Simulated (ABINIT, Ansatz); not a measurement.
# TiO2 (Rutile): one start, several treatments of the self-energy

How much does the gap of TiO2 (Rutile) depend on the approximation to the self-energy?

Main program and level: ABINIT 10.8.3; PBE and many-body steps on it, plane waves.

**What was measured.**

- Gap 3.09 ± 0.06 eV: optical gap from Tauc plot assuming indirect allowed transition; UV/vis diffuse reflectance, Kubelka-Munk and Tauc analysis; film (30 nm ALD shell on quartz particles, grown at 200 C, annealed in air at 500 C; rutile-rich with some anatase) on SiO2 (quartz particles) (“Defect-Mediated Crystallization of the Particulate TiO2 Photocatalyst Grown by Atomic Layer Deposition”, 2024, pmc:11726664).

- Gap 3.28 eV: optical bandgap after anatase to rutile transformation; spectroscopic ellipsometry; film (polycrystalline sol-gel film on Si(100), annealed at high temperature below 800 °C) (“Photocatalytic Performance of Sol-Gel Prepared TiO2 Thin Films Annealed at Various Temperatures”, 2023, pmc:10419699).

- Gap 3.03 eV: experimental band gap, quoted; bulk crystal (quoted in “Polaron-induced phonon localization and stiffening in rutile TiO2”, 2016, arxiv:1612.05679).

- Gap 3.05 eV: band gap; bulk crystal (literature experimental value) (quoted in “Hydrogen related defects in titanium dioxide at the interface to palladium”, 2021, arxiv:2112.05953).

Most raw output is cut from this account.

### 1. The starting structure

The structure is tetragonal, space group P4_2/mnm (No. 136). Conventional cell: a = 4.592 Å, b = 4.592 Å, c = 2.957 Å, α = 90.00°, β = 90.00°, γ = 90.00°. Nearest to Ti lie 6 O at 1.95 to 1.98 Å. O has 3 Ti at 1.95 to 1.98 Å nearest. Farther neighbours and most contacts between anions are not listed.

The cell and positions come from the Crystallography Open Database and are kept as given unless a step says otherwise.

### 2. Empty states on the mesh, 4×4×4 mesh, 318 bands

This step: ABINIT 10.8.3; DFT, PBE, plane waves, norm-conserving pseudopotentials.

The sums over transitions need many empty states on a uniform mesh; this step solves for them.

Input file run.abi:

```
acell 3*1.0 Angstrom
rprim 
  4.592200000000 0.000000000000 0.000000000000
  0.000000000000 4.592200000000 0.000000000000
  0.000000000000 0.000000000000 2.957400000000
ntypat 2
znucl 22 8
natom 6
typat 1 1 2 2 2 2
xred 
  0.000000000000 0.000000000000 0.000000000000
  0.500000000000 0.500000000000 0.500000000000
  0.304960000000 0.304960000000 0.000000000000
  0.195040000000 0.804960000000 0.500000000000
  0.695040000000 0.695040000000 0.000000000000
  0.804960000000 0.195040000000 0.500000000000
pp_dirpath "pseudos"
pseudos "Ti.upf, O.upf"
ecut 38
ngkpt 4 4 4
nshiftk 1
shiftk 0 0 0
kptopt 1
chksymbreak 0
irdden 1
istwfk *1
nband 318
prtvol 0
optdriver 6
gwr_task "HDIAGO"
paral_kgb 0
occopt 1
indata_prefix "in"
outdata_prefix "out"
tmpdata_prefix "tmp"
```

Run with:

```sh
$ OMP_NUM_THREADS=1 mpirun -n 16 abinit run.abi > log
```

Run time: 4.7 min. Hardware: 16 MPI ranks of Arm Neoverse N1, shared host; peak memory 20 GiB.

Numbers from this step:

| Quantity | Value |
| --- | --- |
| gap | 1.917 eV |
| k of the valence top | 0, 0, 0 |
| k of the conduction bottom | 0, 0, 0 |
| least direct gap | 1.917 eV |
| k points computed | 18 |
| lowest point of the top converged band, above the valence top | 146.1334 eV |

On this mesh the gap is 1.917 eV.

The density comes from a self-consistent run that is not shown.

### 3. Screening, 4×4×4 mesh, 140 bands, screening to 141.5 eV

The RPA dielectric matrix is built and inverted for each q.

This step: RPA screening on PBE, plane waves, norm-conserving pseudopotentials.

run.abi, as its differences from that of step 2:

```diff
@@ -24,10 +24,11 @@
 chksymbreak 0
-irdden 1
 istwfk *1
-nband 318
-prtvol 0
-optdriver 6
-gwr_task "HDIAGO"
-paral_kgb 0
 occopt 1
+irdwfk 1
+optdriver 3
+nband 140
+ecuteps 5.2
+inclvkb 2
+awtr 1
+symchi 1
 indata_prefix "in"
```

Elapsed: 4.1 min, on 16 MPI ranks; peak memory 6.6 GiB.

Numbers from this step:

- ε∞ with local fields, on this mesh, along the program's q direction: 8.554
- the same without local fields: 8.969
- plasma frequency: 32.58 eV
- plane waves in the screening matrix: 249

Local fields lower ε∞ by 5 %. On a Γ-centred mesh this coarse the value itself is usually too large, while a short band sum pulls it down.

### 4. G0W0, Godby-Needs plasmon pole

The self-energy is evaluated for the states that the input lists, and the levels follow from it, in one-shot runs by the linearised quasiparticle equation.

This step: G0W0 on PBE, plane waves, norm-conserving pseudopotentials.

run.abi, as its differences from that of step 3:

```diff
@@ -27,8 +27,15 @@
 irdwfk 1
-optdriver 3
+optdriver 4
 nband 140
+gwcalctyp 0
+ecutsigx 38
+symsigma 1
+nkptgw 1
+kptgw 
+  0.0000000000 0.0000000000 0.0000000000
+bdgw 
+  22 26
 ecuteps 5.2
-inclvkb 2
-awtr 1
-symchi 1
+irdscr 1
+ppmodel 1
 indata_prefix "in"
```

Elapsed: 9.2 s, on 16 MPI ranks; peak memory 3.2 GiB; 2.4 min of CPU time.

Numbers from this step:

```yaml
g0w0_gap_on_the_points_computed: 3.375 eV
starting_gap_on_the_mesh: 1.917 eV
k_of_the_valence_top: 0, 0, 0
k_of_the_conduction_bottom: 0, 0, 0
z_at_the_valence_top: 0.765
z_at_the_conduction_bottom: 0.779
least_direct_g0w0_gap_on_the_computed_points: 3.375 eV
```

The gap on the mesh goes from 1.92 eV to 3.37 eV, a correction of +1.46 eV.

### 5. G0W0, von der Linden-Horsch plasmon pole

run.abi, as its differences from that of step 4:

```diff
@@ -39,3 +39,3 @@
 irdscr 1
-ppmodel 1
+ppmodel 3
 indata_prefix "in"
```

The job ended after 8.8 s (16 MPI ranks; peak memory 2.4 GiB).

This step gave:

- G0W0 gap on the points computed: 3.54 eV
- starting gap on the mesh: 1.917 eV
- k of the valence top: 0, 0, 0
- k of the conduction bottom: 0, 0, 0
- Z at the valence top: 0.832
- Z at the conduction bottom: 0.843
- least direct G0W0 gap on the computed points: 3.54 eV

Against G0W0 in ABINIT (4×4×4 mesh, 140 bands, screening to 141.5 eV, Godby-Needs plasmon pole), the gap moves by +0.165 eV.

### 6. G0W0, Engel-Farid plasmon pole

run.abi, as its differences from that of step 5:

```diff
@@ -39,3 +39,3 @@
 irdscr 1
-ppmodel 3
+ppmodel 4
 indata_prefix "in"
```

Elapsed: 8.9 s, on 16 MPI ranks; peak memory 2.4 GiB; 2.3 min of CPU time.

Numbers from this step:

- G0W0 gap on the points computed: 3.505 eV
- starting gap on the mesh: 1.917 eV
- k of the valence top: 0, 0, 0
- k of the conduction bottom: 0, 0, 0
- least direct G0W0 gap on the computed points: 3.505 eV

Against G0W0 in ABINIT (4×4×4 mesh, 140 bands, screening to 141.5 eV, Godby-Needs plasmon pole), the gap moves by +0.130 eV.

### 7. One-shot Hartree-Fock

This step: one-shot Hartree-Fock on PBE, plane waves, norm-conserving pseudopotentials.

run.abi, as its differences from that of step 6:

```diff
@@ -28,4 +28,4 @@
 optdriver 4
-nband 140
-gwcalctyp 0
+nband 28
+gwcalctyp 5
 ecutsigx 38
@@ -37,5 +37,4 @@
   22 26
-ecuteps 5.2
-irdscr 1
-ppmodel 4
+ixc_sigma 40
+fftgw 31
 indata_prefix "in"
```

The job ended after 4 s (16 MPI ranks; peak memory 1.5 GiB; 62 s of CPU time).

Numbers from this step:

- quasiparticle gap on the points computed: 14.58 eV
- starting gap on the mesh: 1.917 eV
- k of the valence top: 0, 0, 0
- k of the conduction bottom: 0, 0, 0
- least direct quasiparticle gap on the computed points: 14.58 eV

Against G0W0 in ABINIT (4×4×4 mesh, 140 bands, screening to 141.5 eV, Godby-Needs plasmon pole), the gap moves by +11.203 eV.

### 8. Screening, 4×4×4 mesh, 140 bands, screening to 141.5 eV

This step: RPA screening on PBE, plane waves, norm-conserving pseudopotentials.

run.abi, as its differences from that of step 7:

```diff
@@ -27,14 +27,14 @@
 irdwfk 1
-optdriver 4
-nband 28
-gwcalctyp 5
-ecutsigx 38
-symsigma 1
-nkptgw 1
-kptgw 
-  0.0000000000 0.0000000000 0.0000000000
-bdgw 
-  22 26
-ixc_sigma 40
-fftgw 31
+optdriver 3
+nband 140
+ecuteps 5.2
+inclvkb 2
+awtr 1
+symchi 1
+gwcalctyp 2
+nfreqre 16
+freqremax 40 eV
+nfreqim 8
+spmeth 1
+nomegasf 120
 indata_prefix "in"
```

Wall time 5.1 min (16 MPI ranks); peak memory 7.8 GiB; 81 min of CPU time.

This step gave:

```yaml
eps_infinity_with_local_fields_on_this_mesh_along_the_program_s_q_direction: 8.755
the_same_without_local_fields: 9.181
plasma_frequency: 32.58 eV
plane_waves_in_the_screening_matrix: 249
```

### 9. G0W0, contour deformation

This step: G0W0 on PBE, plane waves, norm-conserving pseudopotentials.

run.abi, as its differences from that of step 8:

```diff
@@ -27,14 +27,14 @@
 irdwfk 1
-optdriver 3
+optdriver 4
 nband 140
+gwcalctyp 2
+ecutsigx 38
+symsigma 1
+nkptgw 1
+kptgw 
+  0.0000000000 0.0000000000 0.0000000000
+bdgw 
+  22 26
 ecuteps 5.2
-inclvkb 2
-awtr 1
-symchi 1
-gwcalctyp 2
-nfreqre 16
-freqremax 40 eV
-nfreqim 8
-spmeth 1
-nomegasf 120
+irdscr 1
 indata_prefix "in"
```

Wall time 7.8 s (16 MPI ranks); peak memory 3.1 GiB; 2 min of CPU time.

Numbers from this step:

```
G0W0 gap on the points computed              : 3.382 eV
starting gap on the mesh                     : 1.917 eV
k of the valence top                         : 0, 0, 0
k of the conduction bottom                   : 0, 0, 0
least direct G0W0 gap on the computed points : 3.382 eV
```

Against G0W0 in ABINIT (4×4×4 mesh, 140 bands, screening to 141.5 eV, Godby-Needs plasmon pole), the gap moves by +0.007 eV.

### 10. The runs together

Times are wall times on 16 MPI ranks of Arm Neoverse N1, shared host, good to a factor of about two. A run's time includes the screening step that it read.

| run | mesh | bands | screening cutoff (eV) | DFT gap (eV) | gap on the mesh (eV) | direct (eV) | ε∞ used | time |
| --- | --- | --- | --- | --- | --- | --- | --- | --- |
| G0W0, Godby-Needs plasmon pole | 4×4×4 | 140 | 141.5 | 1.917 | 3.375 | 3.375 | 8.55 | 4.2 min |
| G0W0, von der Linden-Horsch plasmon pole | 4×4×4 | 140 | 141.5 | 1.917 | 3.540 | 3.540 | 8.55 | 4.2 min |
| G0W0, Engel-Farid plasmon pole | 4×4×4 | 140 | 141.5 | 1.917 | 3.505 | 3.505 | 8.55 | 4.2 min |
| one-shot Hartree-Fock | 4×4×4 | - | - | 1.917 | 14.578 | 14.578 | - | 4 s |
| G0W0, contour deformation | 4×4×4 | 140 | 141.5 | 1.917 | 3.382 | 3.382 | 8.75 | 5.2 min |

### 11. Outcome

```json
{
  "G0W0, Godby-Needs plasmon pole": "3.375 eV",
  "G0W0, von der Linden-Horsch plasmon pole": "3.540 eV",
  "G0W0, Engel-Farid plasmon pole": "3.505 eV",
  "one-shot Hartree-Fock": "14.578 eV",
  "G0W0, contour deformation": "3.382 eV",
  "known limits": "not at the basis limit; coarse k mesh"
}
```

In words: G0W0, von der Linden-Horsch plasmon pole: +0.165 eV against G0W0, Godby-Needs plasmon pole. G0W0, Engel-Farid plasmon pole: +0.130 eV against G0W0, Godby-Needs plasmon pole. One-shot Hartree-Fock: +11.203 eV against G0W0, Godby-Needs plasmon pole. G0W0, contour deformation: +0.007 eV against G0W0, Godby-Needs plasmon pole. Bare exchange alone opens the gap to 14.58 eV; against G0W0, correlation takes back 11.20 eV. Against experiment, by G0W0, Godby-Needs plasmon pole: the gap of 3.37 eV lies +0.28 eV from the measured 3.09 ± 0.06 eV (indirect, on SiO2 (quartz particles), 2024); the gap of 3.37 eV lies +0.09 eV from the measured 3.28 eV (optical, 2023); the gap of 3.37 eV lies +0.34 eV from the measured 3.03 eV (kind not stated, quoted 2016); the gap of 3.37 eV lies +0.32 eV from the measured 3.05 eV (kind not stated, quoted 2021). An exciton line or allowed optical edge lies below the quasiparticle gap by the binding energy; a forbidden edge can push the onset above it. These are gaps on the mesh, at modest bands and cutoff. The calculation has static nuclei and no excitons; a measured gap holds zero-point and thermal motion, which mostly lowers it. Bands and cutoff are finite, so the gap is not at the basis limit. The miss can reach some tenths of an eV and take either sign; the mesh is an error of its own. In the G0W0 runs levels were corrected at 1 k point alone, so a gap called «on the mesh» is the least over those, and an edge elsewhere would be missed. The 4×4×4 mesh is coarse for this cell, which bears on the long-range parts of exchange and screening.

[Paths, hosts, dates, memory and timing lines, banners, echoed tables and standing remarks are left out of the program output.]

[Logs are printed without paths, hosts, clocks, repeated set-up lines and the standing remarks that a program may print on its own settings, such as how far it seeks lower states.]

[Runs of the session that timed out or met a known fault of the program may be left out.]

[Hosts, paths, dates, database ids (printed as entryN), source tags and the programs' standing remarks are cut or masked in the printed files.]

[G0W0 gaps are taken among the corrected bands and points alone; a level outside them can change the order at an edge.]

[Where Ansatz stands beside ABINIT at settings called matched, ABINIT's density can come from a denser mesh and the files from another edition; pairs whose starting gaps differed by over 0.03 eV were left out, so agreement reads better than it is.]
